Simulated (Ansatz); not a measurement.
# Ir (Fm-3m, 1 atom in the cell): converging a phonon calculation

How do the frequencies of Ir (Fm-3m, 1 atom in the cell) move with q mesh, k mesh and cutoff?

Calculated with Ansatz 0.2.0; DFT PBE, scalar-relativistic, plane waves, PAW.

The database entry behind the starting cell differs from later determinations by our own check (0.1 to 0.3 % short, probably kX units), so it need not match the best structure at ambient conditions.

## (1) Set-up

It takes space group Fm-3m (No. 225, cubic). The conventional cell has a = 3.871 Å, b = 3.871 Å, c = 3.871 Å, α = 90.00°, β = 90.00°, γ = 90.00°. Nearest to Ir lie 12 Ir at 2.74 Å.

## (2) Relaxing to small forces for the phonons

Phonons need a cell at rest on their own settings, so the relaxation is repeated with tight tolerances on forces and stress on the k mesh and occupations of the first response run.

input.yaml reads:

```yaml
crystal:
  lattice:
    - [0.0, 1.9353304886, 1.9353304886]
    - [1.9353304886, 0.0, 1.9353304886]
    - [1.9353304886, 1.9353304886, 0.0]
  atoms:
    - { symbol: Ir, position: [0.0, 0.0, 0.0] }
kpoints:
  mp_grid: { grid: [20, 20, 20] }
hamiltonian:
  xc: pbe
scf:
  occupations: { method: methfessel_paxton, width: 0.2 }
output:
  forces: true
  stress: true
  eigenvalues: true
relax:
  adjacent_minimum: "off"
  f_tol: 0.001
  max_steps: 60
  cell: { stress_tol: 0.01 }
```

Started as:

```console
ansatz run input.yaml --threads 4 --pin off --max-ram 7168MiB --backend cpu --events-out ev --progress --plain --runs-dir out
```

Numbers of over 12 decimals in the logs are rounded to 6 here.

The log of the run:

```text
Engine: ansatz 0.2.0, aarch64-unknown-linux-gnu
Pseudopotentials: kind: paw
Pseudopotential: Ir, paw, valence charge 17, recommended cutoff 420 eV (normal), Ir.paw.azcp
Functional definition: PBE
  parameter kappa = 0.804
  parameter beta = 0.066725
  exchange = pbe_x(kappa = kappa, mu = beta*pi^2/3)
  correlation = pbe_c(beta = beta)
Crystal: 1 atoms, lattice volume = 14.498 Å³
[...]
--- Relaxed structure (3 steps of the walk, 2 accepted, 1 SCFs on fresh bases) ---
  F+E_penalty+E_count = -11935.31288412 eV   max|allowed force component| = 0.000e0 eV/Å   (the final SCF, on the basis selected at the relaxed cell)
  cell:  # Å, volume = 14.4896 Å³
    - [0, 1.934974, 1.934974]
    - [1.934974, 0, 1.934974]
    - [1.934974, 1.934974, 0]
  atoms:
    - { symbol: Ir, position: [0.0, 0.0, 0.0] }
[key lines of the parts left out:]
SCF converged after 4 iterations
Free energy (F): -11935.312884 eV
Fermi energy:    25.006710 eV
P = ⅓ Tr σ = 0.0004 GPa (0.004 kbar)
```

The job ended after 2.8 s (4 threads of Arm Neoverse V2, shared host; peak memory 0.33 GiB; 9.7 s of CPU time).

Little changed from the start: no atom moved by 0.005 Å and no cell edge by 0.1 %.

This step gave:

```yaml
pressure: 3.58e-4 GPa
volume_per_atom: 14.49 Å³
gap_on_the_k_mesh: 0 eV
```

The forces vanish by symmetry and the pressure is 0.000 GPa, within the tolerances set. The cell now holds 14.49 Å³/atom.

## (3) The dispersion

Stability and thermal properties need the whole zone. Linear response on a 4×4×4 q mesh gives force constants as far as a supercell of that size would.

input.yaml reads:

```yaml
crystal:
  lattice:
    - [0.0, 1.9349742179, 1.9349742179]
    - [1.9349742179, 0.0, 1.9349742179]
    - [1.9349742179, 1.9349742179, 0.0]
  atoms:
    - { symbol: Ir, position: [0.0, 0.0, 0.0] }
kpoints:
  mp_grid: { grid: [20, 20, 20] }
hamiltonian:
  xc: pbe
scf:
  occupations: { method: methfessel_paxton, width: 0.2 }
output:
  eigenvalues: true
phonons:
  method: dfpt
  qmesh: [4, 4, 4]
  temperatures: { t_max: 1000, t_step: 50 }
  qpath:
    path:
      - [[0.0, 0.0, 0.0], [0.5, 0.0, 0.5], [0.625, 0.25, 0.625]]
      - [[0.375, 0.375, 0.75], [0.0, 0.0, 0.0], [0.5, 0.5, 0.5], [0.5, 0.25, 0.75], [0.5, 0.0, 0.5]]
    npoints: 10
```

The log of the run:

```text
[...]
Crystal: 1 atoms, lattice volume = 14.490 Å³
Basis set: ecut = 420 eV, 283 PW (Γ), exchange–correlation on 40×40×40 points (8 copies of the dense FFT grid, shifted against one another)
Bands: 13, of which v1, the nominal top of the filled ones, is band 9 counted from 1 (8 counted from 0)
Symmetry: 48 space group operations
k-points: 256 of 8000
[...]
SCF iter   1: F=—  HF=-11935.311852 eV  |F-HF|=—  |Δ(HF+E_count)|=         —  Δρ=3.93e-3  dr2=3.03e-4  ethr=1.77e-3  ⟨swp⟩=5.0  Hψ=15880  notcnv=0
[...]
SCF iter   8: F=-11935.312884 eV  HF=-11935.312884 eV  |F-HF|=7.28e-12  |Δ(HF+E_count)|=  4.37e-11  S|Δr|=    0.00e0  Δρ=7.44e-8  dr2=7.48e-13  ethr=1.00e-12  ⟨swp⟩=4.1  Hψ=13718  notcnv=0
SCF 1 converged in 8 iterations: F = -11935.312884 eV  dr2 = 7.48e-13
[...]
NSCF: frozen V_eff on 256 k-points
[...]
DFPT response loops at q = (0, 0, 0) (fractional): preconditioner auto → Kerker (q_TF=auto, 2.802 Å⁻¹) (partly filled bands, converged f_vac=0.000); β = 1.00, the filter's whole step (`scf.mixing.beta` (0.50) is not read by the response loops under this deck's `scf.mixing.preconditioner`; to damp them name `kerker` or `kerker_dos`, under which they read `scf.mixing.beta`, and type it under 1.00, their step now; both keys bind the ground state too); Broyden in place of MSR1
[...]
SCF converged after 8 iterations
[...]
Free energy (F): -11935.312884 eV
[...]
Internal energy: -11935.316012 eV  (E = F + TS)
E sigma→0 (E₀):  -11935.313666 eV
Entropy (-TS):   0.003128 eV (3.128 meV/atom)
Fermi energy:    25.006711 eV
[...]
--- Band table (eV; the first three rows and the last of 256) ---
  k-point 0: bands = [... 5 lower, 21.3073, 21.3073, 21.3073, 23.9003, 23.9003, 38.7317, 44.1102, 44.1102]
  k-point 1: bands = [... 5 lower, 21.2487, 21.3545, 21.3545, 23.8694, 23.8694, 38.9200, 43.5739, 44.2905]
  k-point 2: bands = [... 5 lower, 21.0936, 21.4817, 21.4817, 23.7968, 23.7968, 39.4478, 42.4220, 44.8193]
  k-point 255: bands = [... 5 lower, 20.3427, 20.3427, 23.3164, 26.4884, 32.9968, 33.9208, 33.9208, 38.0869]
--- Phonons (Γ-DFPT): 1 representative perturbation + reference (Σ response iterations 3) ---
  ASR residual: 6.945e-5 → 0.000e0 eV/Å²; symmetrization residual: 6.063e-13 eV/Å²
  ASR residual per site (eV/Å²): 6.95e-5
  Γ frequencies (cm⁻¹): 0.00 0.00 0.00
--- Phonons (arbitrary-q DFPT): 8 irreducible q on the 4×4×4 mesh ---
  q = [0.0000, 0.0000, 0.0000] (star 1, of the zone-centre solve; hermiticity 1.48e-9, symmetrization 8.73e-9): -0.00 -0.00 -0.00
  q = [0.0000, 0.0000, 0.2500] (star 8, 1 solved perturbation on 4200 of 8000 k-point pairs; hermiticity 7.21e-14, symmetrization 2.97e-13): 83.90 83.90 161.48
[...]
q = [0.0000, 0.2500, 0.2500] (star 6, 2 solved perturbations in 3420 linear systems a pass and spin channel, the states on 2210 of 8000 k-point pairs; hermiticity 2.10e-14, symmetrization 5.72e-14): 110.62 110.62 176.09
[...]
sum rule: each row above includes the acoustic sum rule's correction from the zone centre's row sums; it moved no ω² by more than (0.31 cm⁻¹)²
  mesh force constants: q→R imaginary residual 0.00e0; ASR residual 6.945e-5 → 0.000e0 eV/Å²; symmetrization residual 3.553e-15 eV/Å²
  interpolated dispersion: 62 rows × 3 modes
  density of states and harmonic sums: on the 28×28×28 q-mesh, interpolated from the force constants of a 4×4×4 supercell (no non-analytic term)
  largest difference from the sums on the solved wave vectors: F 1.10e-2 eV, S 1.50e-5 and C_V 4.03e-6 eV/K
  zero-point energy: 0.026416 eV/cell   skipped modes (ω ≤ 0): 3   left out of the sums: 4.56e-5 of the cell's modes: C_V's classical limit lies that fraction below 3 k_B per atom; for a crystal, a wire or a layer, F and S can be off by more, and a phonons.interpolated_qmesh denser along its periods is the remedy for the sampling
```

It took 2.1 min on 4 threads; peak memory 3.6 GiB.

The column dr2 measures how far the density is from self-consistency, as an energy; F and HF (Harris–Foulkes) agree once it is small.

Numbers from this step:

```
sum-rule residual before enforcement                    : 6.95e-5 eV/Å²
lowest frequency on the path                            : 0 cm⁻¹
highest frequency on the path or at a solved wavevector : 192.8 cm⁻¹
mean frequency                                          : 142 cm⁻¹
Debye temperature (second moment)                       : 270 K
logarithmic mean frequency                              : 137.9 cm⁻¹
lowest mode on the q mesh (acoustic modes at Γ apart)   : 83.9 cm⁻¹
zero-point energy per atom                              : 26.42 meV
heat capacity at 300 K                                  : 23.96 J/(mol atoms K)
vibrational entropy at 300 K                            : 35.76 J/(mol atoms K)
```

Frequencies (cm⁻¹) solved at each irreducible wavevector; negative means imaginary. Frequencies by wavevector, by row:

```tsv
q in reciprocal lattice units	star	mode 1	mode 2	mode 3
0 0 0	1	0	0	0
0 0 0.25	8	83.9	83.9	161.5
0 0 -0.5	4	112.2	112.2	192.8
0 0.25 0.25	6	110.6	110.6	176.1
0 0.25 -0.5	24	130.5	146.4	179.4
0 0.25 -0.25	12	123.2	134.3	180.9
0 -0.5 -0.5	3	139.8	139.8	187.2
0.25 -0.5 -0.25	6	157	158.9	158.9
```

Interpolated from a 4×4×4 q mesh. Phonon branches along the path, in cm⁻¹:

```tsv
point	branch 1	branch 2	branch 3
Γ	0	0	0
halfway	111	111	176
X	140	140	187
halfway	140	146	182
U	138	160	169
jump to K	138	160	169
halfway	103	112	173
Γ	0	0	0
halfway	84	84	162
L	112	112	193
halfway	131	143	179
W	157	159	159
halfway	144	148	178
X	140	140	187
```

The phonon branches as a text plot (rows in cm⁻¹):

```
    189 |       *******                       *******          **
    181 |              **    ***                     **       *
    173 |      *         ****   *            *         **   **
    165 |                                   *            * *
    157 |    **          ***     *                      *****
    149 |              **   *                          *    ***
    141 |           *******  **            *          ***     ***
    133 |        ***       **     **                 **
    125 |   *   *            ***                    **
    116 |                      *                  ***
    108 |      *                *         *    ***
    100 |                       *             *
     92 |    **                  *  *        *
     84 |  *                     *          *
     76 |   *                     **     *
     68 |                         **       *
     60 |
     52 |  *                        **    *
     44 | *                         *   *
     36 |                                *
     28 | *                          *
     20 |                            *  *
     12 |
      4 |*                            **
         Γ           X  U|K            Γ         L        W     X
```

Symmetry leaves 8 wavevectors to solve. The lowest mode among them, the acoustic zeros apart, lies at q = (0, 0, 0.25) and is real, 83.9 cm⁻¹.

## (4) Another q mesh, q mesh 2×2×2

The q mesh is changed to 2×2×2, to see how far the force constants must reach.

Edit input.yaml of step 3 so:

```diff
@@ -17,3 +17,3 @@
   method: dfpt
-  qmesh: [4, 4, 4]
+  qmesh: [2, 2, 2]
   temperatures: { t_max: 1000, t_step: 50 }
```

The log of the run:

```text
[...]
Crystal: 1 atoms, lattice volume = 14.490 Å³
Basis set: ecut = 420 eV, 283 PW (Γ), exchange–correlation on 40×40×40 points (8 copies of the dense FFT grid, shifted against one another)
Bands: 13, of which v1, the nominal top of the filled ones, is band 9 counted from 1 (8 counted from 0)
Symmetry: 48 space group operations
k-points: 256 of 8000
[...]
SCF iter   1: F=—  HF=-11935.311852 eV  |F-HF|=—  |Δ(HF+E_count)|=         —  Δρ=3.93e-3  dr2=3.03e-4  ethr=1.77e-3  ⟨swp⟩=5.0  Hψ=15880  notcnv=0
[...]
SCF iter   8: F=-11935.312884 eV  HF=-11935.312884 eV  |F-HF|=7.28e-12  |Δ(HF+E_count)|=  4.37e-11  S|Δr|=    0.00e0  Δρ=7.44e-8  dr2=7.48e-13  ethr=1.00e-12  ⟨swp⟩=4.1  Hψ=13718  notcnv=0
SCF 1 converged in 8 iterations: F = -11935.312884 eV  dr2 = 7.48e-13
[...]
SCF converged after 8 iterations
[...]
Free energy (F): -11935.312884 eV
[...]
Internal energy: -11935.316012 eV  (E = F + TS)
E sigma→0 (E₀):  -11935.313666 eV
Entropy (-TS):   0.003128 eV (3.128 meV/atom)
Fermi energy:    25.006711 eV
[...]
--- Band table (eV; the first three rows and the last of 256) ---
  k-point 0: bands = [... 5 lower, 21.3073, 21.3073, 21.3073, 23.9003, 23.9003, 38.7317, 44.1102, 44.1102]
  k-point 1: bands = [... 5 lower, 21.2487, 21.3545, 21.3545, 23.8694, 23.8694, 38.9200, 43.5739, 44.2905]
  k-point 2: bands = [... 5 lower, 21.0936, 21.4817, 21.4817, 23.7968, 23.7968, 39.4478, 42.4220, 44.8193]
  k-point 255: bands = [... 5 lower, 20.3427, 20.3427, 23.3164, 26.4884, 32.9968, 33.9208, 33.9208, 38.0869]
[...]
ASR residual: 6.945e-5 → 0.000e0 eV/Å²; symmetrization residual: 6.063e-13 eV/Å²
  ASR residual per site (eV/Å²): 6.95e-5
  Γ frequencies (cm⁻¹): 0.00 0.00 0.00
--- Phonons (arbitrary-q DFPT): 3 irreducible q on the 2×2×2 mesh ---
[...]
interpolated dispersion: 62 rows × 3 modes
[...]
```

Run time: 20 s. Hardware: 4 threads; peak memory 1.2 GiB; 72 s of CPU time.

Numbers from this step:

```
mean frequency                                        : 136.4 cm⁻¹
lowest mode on the q mesh (acoustic modes at Γ apart) : 112.2 cm⁻¹
```

Frequencies (cm⁻¹) solved at each irreducible wavevector; negative means imaginary. Frequencies by wavevector, by row:

```tsv
q in reciprocal lattice units	star	mode 1	mode 2	mode 3
0 0 0	1	0	0	0
0 0 -0.5	4	112.2	112.2	192.8
0 -0.5 -0.5	3	139.8	139.8	187.2
```

Interpolated from a 2×2×2 q mesh, rough between the solved points. The phonon branches at the labelled points (cm⁻¹):

```tsv
point	branch 1	branch 2	branch 3
Γ	0	0	0
halfway	103	103	135
X	140	140	187
halfway	138	147	185
U	133	161	177
jump to K	133	161	177
halfway	88	114	148
Γ	0	0	0
halfway	79	79	136
L	112	112	193
halfway	124	142	183
W	142	168	168
halfway	141	149	182
X	140	140	187
```

The phonon branches as a text plot (rows in cm⁻¹):

```
    189 |           ***                         ******         **
    181 |         **   ***                     *      **    ***
    173 |                 *****               *         *  *
    165 |        *        **   *                         ***
    157 |       *        *  *                *          *   *
    149 |              **    ** *                      *     **
    141 |           *****                             *  ********
    133 |      *  **     **    *            *        * **
    125 |        *         **    *                  * *
    116 |    ** *               *          *      ****
    108 |                    **                ***
    100 |      *               *  **          *
     92 |                        *           *
     84 |   ***                 *         *
     76 |                        ***        *
     68 |   *                       *      *
     60 |  *                      **     *
     52 |                           *     *
     44 |  *
     36 |                           **   *
     28 | *                          *  *
     20 | *                          *  *
     12 |
      4 |*                            **
         Γ           X  U|K            Γ         L        W     X
```

The mean frequency is 136.4 cm⁻¹, -5.6 cm⁻¹ against the base run.

The highest branch reaches 193 cm⁻¹ on this path, at L. No branch goes imaginary on this path.

## (5) Another q mesh, k-mesh 21×21×21, q mesh 3×3×3

The q mesh is changed to 3×3×3, to see how far the force constants must reach; the k mesh is 21×21×21, against 20×20×20 in the base run, so that the q mesh divides it.

Edit input.yaml of step 4 so:

```diff
@@ -8,3 +8,3 @@
 kpoints:
-  mp_grid: { grid: [20, 20, 20] }
+  mp_grid: { grid: [21, 21, 21] }
 hamiltonian:
@@ -17,3 +17,3 @@
   method: dfpt
-  qmesh: [2, 2, 2]
+  qmesh: [3, 3, 3]
   temperatures: { t_max: 1000, t_step: 50 }
```

The log of the run:

```text
[...]
Crystal: 1 atoms, lattice volume = 14.490 Å³
Basis set: ecut = 420 eV, 283 PW (Γ), exchange–correlation on 40×40×40 points (8 copies of the dense FFT grid, shifted against one another)
Bands: 13, of which v1, the nominal top of the filled ones, is band 9 counted from 1 (8 counted from 0)
Symmetry: 48 space group operations
k-points: 286 of 9261
[...]
k-point 285: bands = [... 5 lower, 20.1359, 20.5350, 23.3613, 26.4370, 32.5495, 34.0157, 34.2765, 38.2054]
[...]
ASR residual: 1.412e-4 → 0.000e0 eV/Å²; symmetrization residual: 3.941e-12 eV/Å²
  ASR residual per site (eV/Å²): 1.41e-4
  Γ frequencies (cm⁻¹): 0.00 0.00 0.00
--- Phonons (arbitrary-q DFPT): 4 irreducible q on the 3×3×3 mesh ---
[...]
interpolated dispersion: 62 rows × 3 modes
[...]
[key lines of the parts left out:]
SCF converged after 8 iterations
Free energy (F): -11935.309546 eV
Fermi energy:    25.081231 eV
```

The job ended after 66 s (4 threads; peak memory 2.3 GiB; 4.1 min of CPU time).

The mean frequency is 130.9 cm⁻¹, -11.1 cm⁻¹ against the base run, whose k mesh differs too.

## (6) Another q mesh, k-mesh 24×24×24, q mesh 6×6×6

The q mesh is changed to 6×6×6, to see how far the force constants must reach; the k mesh is 24×24×24, against 20×20×20 in the base run, so that the q mesh divides it.

Edit input.yaml of step 5 so:

```diff
@@ -8,3 +8,3 @@
 kpoints:
-  mp_grid: { grid: [21, 21, 21] }
+  mp_grid: { grid: [24, 24, 24] }
 hamiltonian:
@@ -17,3 +17,3 @@
   method: dfpt
-  qmesh: [3, 3, 3]
+  qmesh: [6, 6, 6]
   temperatures: { t_max: 1000, t_step: 50 }
```

The log of the run:

```text
[...]
Crystal: 1 atoms, lattice volume = 14.490 Å³
Basis set: ecut = 420 eV, 283 PW (Γ), exchange–correlation on 40×40×40 points (8 copies of the dense FFT grid, shifted against one another)
Bands: 13, of which v1, the nominal top of the filled ones, is band 9 counted from 1 (8 counted from 0)
Symmetry: 48 space group operations
k-points: 413 of 13824
[...]
ASR residual: 1.474e-4 → 0.000e0 eV/Å²; symmetrization residual: 2.880e-12 eV/Å²
  ASR residual per site (eV/Å²): 1.47e-4
  Γ frequencies (cm⁻¹): 0.00 0.00 0.00
--- Phonons (arbitrary-q DFPT): 16 irreducible q on the 6×6×6 mesh ---
[...]
q = [0.1667, 0.3333, -0.5000] (star 24, 3 solved perturbations on 7200 of 13824 k-point pairs; hermiticity 1.46e-7, symmetrization 8.35e-14): 140.18 145.79 174.63
[...]
interpolated dispersion: 62 rows × 3 modes
[...]
[key lines of the parts left out:]
SCF converged after 8 iterations
Free energy (F): -11935.308905 eV
Fermi energy:    25.067841 eV
```

Wall time 16 min (4 threads); peak memory 4.2 GiB.

The mean frequency is 140.2 cm⁻¹, -1.8 cm⁻¹ against the base run, whose k mesh differs too.

## (7) The series together

Times are for 4 threads of Arm Neoverse V2, shared host. The runs compared:

```tsv
no.	q mesh	k-mesh	mean frequency (cm⁻¹)	lowest frequency on the path (cm⁻¹)	time	memory (GiB)
1	2×2×2	20×20×20	136.4	0	20 s	1.2
2	3×3×3	21×21×21	130.9	0	66 s	2.3
3	6×6×6	24×24×24	140.2	0	16 min	4.2
```

The runs together. The phonon density of states by wavenumber; read off at these points; values in 1/cm⁻¹/cell:

```tsv
wavenumber (cm⁻¹)	2×2×2, 20×20×20	3×3×3, 21×21×21	6×6×6, 24×24×24
1.0	0	0	0
7.0	2.0e-5	1.0e-5	1.0e-5
11.0	6.0e-5	3.0e-5	2.0e-5
17.0	2.0e-4	9.0e-5	6.0e-5
21.0	3.1e-4	1.7e-4	1.2e-4
27.0	5.5e-4	2.8e-4	1.9e-4
33.0	8.3e-4	4.7e-4	3.2e-4
37.0	0.00106	5.9e-4	4.2e-4
43.0	0.0015	8.3e-4	5.8e-4
47.0	0.00181	0.00105	7.3e-4
53.0	0.0024	0.00141	9.9e-4
59.0	0.00311	0.00189	0.00134
63.0	0.00364	0.00227	0.00162
69.0	0.00459	0.00302	0.00219
73.0	0.00536	0.00366	0.00266
79.0	0.00668	0.00495	0.00367
85.0	0.00831	0.00692	0.00503
89.0	0.00973	0.0091	0.00621
95.0	0.0122	0.0280	0.00824
99.0	0.0144	0.0311	0.00997
105.0	0.0190	0.0366	0.0135
109.0	0.0238	0.0414	0.0174
115.0	0.0349	0.0484	0.0248
121.0	0.0367	0.0513	0.0361
125.0	0.0382	0.0527	0.0408
131.0	0.0403	0.0480	0.0472
135.0	0.0417	0.0242	0.0468
139.0	0.0430	0.0160	0.0498
141.0	0.0316	0.0126	0.0529
147.0	0.0230	0.00325	0.0527
151.0	0.0229	0.0089	0.0256
157.0	0.0220	0.0155	0.0147
161.0	0.0206	0.0202	0.0244
167.0	0.0129	0.0332	0.0262
173.0	0.0415	0.0369	0.0344
177.0	0.0512	0.0320	0.0534
179.0	0.0513	0.0244	0.0467
183.0	0.0274	0.0170	0.0190
187.0	0.0134	0.0117	0.005
193.0	7.8e-4	0.0016	-
```

The runs together, line C_V. Table of C_V by temperature; values in J/mol-atom/K:

```tsv
temperature (K)	2×2×2, 20×20×20	3×3×3, 21×21×21	6×6×6, 24×24×24
0	0	0	0
50	8.47	9.11	7.86
100	18.2	18.6	17.9
150	21.6	21.8	21.4
200	22.9	23.1	22.9
250	23.6	23.7	23.6
300	24.0	24.1	24.0
350	24.3	24.3	24.2
400	24.4	24.5	24.4
450	24.5	24.6	24.5
500	24.6	24.6	24.6
550	24.7	24.7	24.7
600	24.7	24.7	24.7
650	24.7	24.8	24.7
700	24.8	24.8	24.8
750	24.8	24.8	24.8
800	24.8	24.8	24.8
850	24.8	24.8	24.8
900	24.8	24.8	24.8
950	24.8	24.9	24.8
1000	24.9	24.9	24.9
```

(Part 1 of 3 ends here.)

[Logs are printed without paths, hosts, clocks, repeated set-up lines and the standing remarks that a program may print on its own settings, such as how far it seeks lower states.]

[Hosts, paths, dates, database ids (printed as entryN), source tags and the programs' standing remarks are cut or masked in the printed files.]
